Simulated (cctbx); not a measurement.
## CrCoSb: precision against data quality

Space group Pnma (no. 62), a = 6.0430 Å, b = 3.7740 Å, c = 7.4090 Å, α = 90.00°, β = 90.00°, γ = 90.00°.

```
atom  mult.       x    y       z  Ueq (Å²)
 Sb1      4  0.2564  3/4  0.3744    0.0085
 Co1      4  0.6371  3/4  0.4358    0.0118
 Cr1      4  0.5268  3/4  0.8208    0.0124
```

The model is made up (kin elements in a known structure type, no relaxation), so it says nothing on whether the phase exists.

Five simulated data sets (cctbx; Mo Kα, λ = 0.71073 Å; 1.5 % proportional error) differ in resolution or exposure (noise floor 8 counts in the first three, 8 in the last two). Each is refined with the right model, isotropic at 1.1 Å and anisotropic otherwise. How do the figures of merit and the uncertainties move?

| d min (Å) | top counts | ⟨I/σ⟩ (unmerged, absences included) | unique | param. (scale apart) | Rint | R1 | GooF | largest s.u. xyz (fractional) | s.u. U of Cr1 (Å²) | largest error (Å) |
| --- | --- | --- | --- | --- | --- | --- | --- | --- | --- | --- |
| 1.1 | 5000 | 11.1 | 81 | 9 | 0.039 | 0.0174 | 1.03 | 0.00053 | 0.0009 | 0.0023 |
| 0.84 | 5000 | 9.4 | 171 | 18 | 0.046 | 0.0165 | 0.88 | 0.00030 | 0.0009 | 0.0016 |
| 0.6 | 5000 | 6.5 | 442 | 18 | 0.063 | 0.0303 | 0.98 | 0.00025 | 0.0006 | 0.0024 |
| 0.75 | 300 | 1.2 | 228 | 18 | 0.379 | 0.1082 | 0.96 | 0.00264 | 0.0074 | 0.0494 |
| 0.75 | 3000 | 6.3 | 228 | 18 | 0.070 | 0.0302 | 0.96 | 0.00043 | 0.0012 | 0.0082 |

The number of reflections grows roughly as 1/d³: 81, 171 and 442 here. R1 follows the noise rather than the truth: at 300 counts it is 0.1082, at 3000 counts 0.0302, while GooF is 0.96 and 0.96: the weights 1/σ² carry the noise. The s.u. of U (U11 where anisotropic) for Cr1 goes 0.0009, 0.0009, 0.0006 Å² with resolution and 0.0074, 0.0012 Å² with exposure.

Hardware for the 0.6 Å refinement: 0.47 s on 1 thread of Arm Neoverse N1, with other jobs on the host, peak memory 0.09 GiB.

[Logs are printed without paths, hosts, clocks, repeated set-up lines and the standing remarks that a program may print on its own settings, such as how far it seeks lower states.]
